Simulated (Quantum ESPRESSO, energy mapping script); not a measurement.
## NiO: exchange against U, a fit and a prediction

How does exchange in NiO follow U? One row of the series is withheld as a test of the fit.

Calculated with Quantum ESPRESSO 7.5; PBE+U; plane waves, U on orthogonalised atomic orbitals unless named otherwise, collinear spin, no spin–orbit coupling.

## (1) Starting point

It takes space group Fm-3m (No. 225, cubic). Conventional cell: a = 4.172 Å, b = 4.172 Å, c = 4.172 Å, α = 90.00°, β = 90.00°, γ = 90.00°. Nearest to Ni lie 6 O at 2.09 Å. Nearest to O lie 6 Ni at 2.09 Å. Farther neighbours and most contacts between anions are not listed.

Coordinates:

```cif
data_structure
_symmetry_space_group_name_H-M 'Fm-3m'
_symmetry_Int_Tables_number 225
_cell_length_a 4.1718
_cell_length_b 4.1718
_cell_length_c 4.1718
_cell_angle_alpha 90.000
_cell_angle_beta 90.000
_cell_angle_gamma 90.000
_cell_volume 72.61
loop_
_atom_site_label
_atom_site_type_symbol
_atom_site_symmetry_multiplicity
_atom_site_Wyckoff_symbol
_atom_site_fract_x
_atom_site_fract_y
_atom_site_fract_z
_atom_site_occupancy
Ni1 Ni 4 a 0.00000 0.00000 0.00000 1
O1 O 4 b 0.50000 0.00000 0.00000 1
```

The potential files are GBRV's for PBE; pw.x takes the functional from them.

## (2) One run of the series

pw.in

```
&control
  calculation = 'scf'
  prefix = 'pw'
  outdir = './tmp/'
  pseudo_dir = './pseudo/'
  verbosity = 'low'
/
&system
  ibrav = 0
  nat = 4
  ntyp = 3
  ecutwfc = 45
  ecutrho = 360
  nbnd = 36
  occupations = 'smearing'
  smearing = 'fd'
  degauss = 0.00367493
  nspin = 2
  starting_magnetization(1) = 0.1111
  starting_magnetization(2) = -0.1111
/
&electrons
  conv_thr = 1.0e-08
  electron_maxstep = 120
  mixing_beta = 0.3
  mixing_mode = 'plain'
/
ATOMIC_SPECIES
  Ni1 58.6934 Ni.upf
  Ni2 58.6934 Ni.upf
  O 15.9990 O.upf
CELL_PARAMETERS angstrom
  0.00000000 -2.08590164 -2.08590164
  -2.08590164 0.00000000 -2.08590164
  2.08590164 2.08590164 -4.17180328
ATOMIC_POSITIONS crystal
  Ni1 0.50000000 0.50000000 0.50000000
  Ni2 0.00000000 0.00000000 0.00000000
  O 0.75000000 0.75000000 0.75000000
  O 0.25000000 0.25000000 0.25000000
K_POINTS automatic
  8 8 8 0 0 0
HUBBARD {ortho-atomic}
U Ni1-3d 1.5
U Ni2-3d 1.5
```

Run with:

```console
$ OMP_NUM_THREADS=1 mpirun -n 4 pw.x -nk 4 -in pw.in > pw.out
```

The log of the run:

```text
Program PWSCF v.7.5 starts
[...]
unit-cell volume          =     244.9842 (a.u.)^3
     number of atoms/cell      =            4
[...]
number of electrons       =        48.00
     number of Kohn-Sham states=           36
     kinetic-energy cutoff     =      45.0000  Ry
     charge density cutoff     =     360.0000  Ry
     scf convergence threshold =      1.0E-08
[...]
xc contribution           =     -85.86047659 Ry
     ewald contribution        =    -478.44661533 Ry
     Hubbard energy            =       0.05356444 Ry
     total magnetization       =     0.00 Bohr mag/cell
     absolute magnetization    =     3.25 Bohr mag/cell
     convergence has been achieved in  15 iterations
=------------------------------------------------------------------------------=
   JOB DONE.
=------------------------------------------------------------------------------=
[key lines of the parts left out:]
!    total energy              =    -750.98292005 Ry
the Fermi energy is    14.2540 ev
```

The job ended after 42 s (4 MPI ranks of Arm Neoverse V1, shared host; peak memory 0.46 GiB; 2.8 min of CPU time).

At each step 5 orders with opposed moments are measured from the parallel order and fitted to E = −Σ J e·e over ordered pairs of unit vectors. The series follows the Ni–Ni pairs, 4.17 Å apart in the run shown.

## (3) The series

| U (eV) | J (meV) | largest moment (μB) |
| --- | --- | --- |
| 1.5 | -21.4 | 1.62 |
| 3 | -16.2 | 1.67 |
| 4.5 | -12.3 | 1.71 |
| 6 | -9.4 | 1.74 |
| 7.5 | ? | ? |
| 9 | -5.38 | 1.79 |
| 10.5 | -4.05 | 1.81 |

Wanted: J at U = 7.5.

## (4) The fit

The simplest form of superexchange, t²/(U + Δ), with Δ an offset, makes 1/|J| a straight line in U. Fitted as straight lines, ln|J| holds these rows better than 1/|J|, so take it as an empirical form: ln|J| = a + b U.

| x | y | x − x̄ | y − ȳ | fit |
| --- | --- | --- | --- | --- |
| 1.5 | 3.063 | -4.25 | 0.783 | 3.064 |
| 3 | 2.785 | -2.75 | 0.505 | 2.788 |
| 4.5 | 2.510 | -1.25 | 0.230 | 2.511 |
| 6 | 2.241 | 0.25 | -0.0393 | 2.234 |
| 9 | 1.683 | 3.25 | -0.597 | 1.680 |
| 10.5 | 1.399 | 4.75 | -0.881 | 1.403 |

With x̄ = 5.75 and ȳ = 2.280, least squares gives b = Σ(x − x̄)(y − ȳ)/Σ(x − x̄)² = -0.1846 and a = ȳ − b x̄ = 3.341. At x = 7.5 the line gives y = 1.957, so J = -7.08 meV.

## (5) Outcome

```yaml
j_predicted_by_the_fit: -7.08 meV
j_of_the_withheld_step: -7.13 meV
```

In words: The fit predicts -7.08 meV and the withheld step gave -7.13 meV, a miss of 0.05 meV. The line holds the rows used within 1 % of the largest J. J shrinks by a factor of 1.20 for each eV of U on average over this range. The orders cannot split some shells, so J is a sum: the value at 2.95 Å holds J(2.95) + 4 J(7.80) + J(8.85), the value at 5.11 Å holds J(5.11) + J(8.85) and the value at 5.90 Å holds J(5.90) − J(8.85). At 1 of 7 steps the fit of the energies is itself in doubt, for one or more of these reasons: some orders are gapless and others have a gap. The series was picked because its coupling changes steadily.

[Logs and program files are shortened in this print: banners, set-up blocks, solver, clock and traceback lines can be left out without a mark of their own.]

[Logs are printed without paths, hosts, clocks, repeated set-up lines and the standing remarks that a program may print on its own settings, such as how far it seeks lower states.]

[Hosts, paths, dates, database ids (printed as entryN), source tags and the programs' standing remarks are cut or masked in the printed files.]

[Where a cell is said to come from a database of computed structures, the database is the Materials Project.]
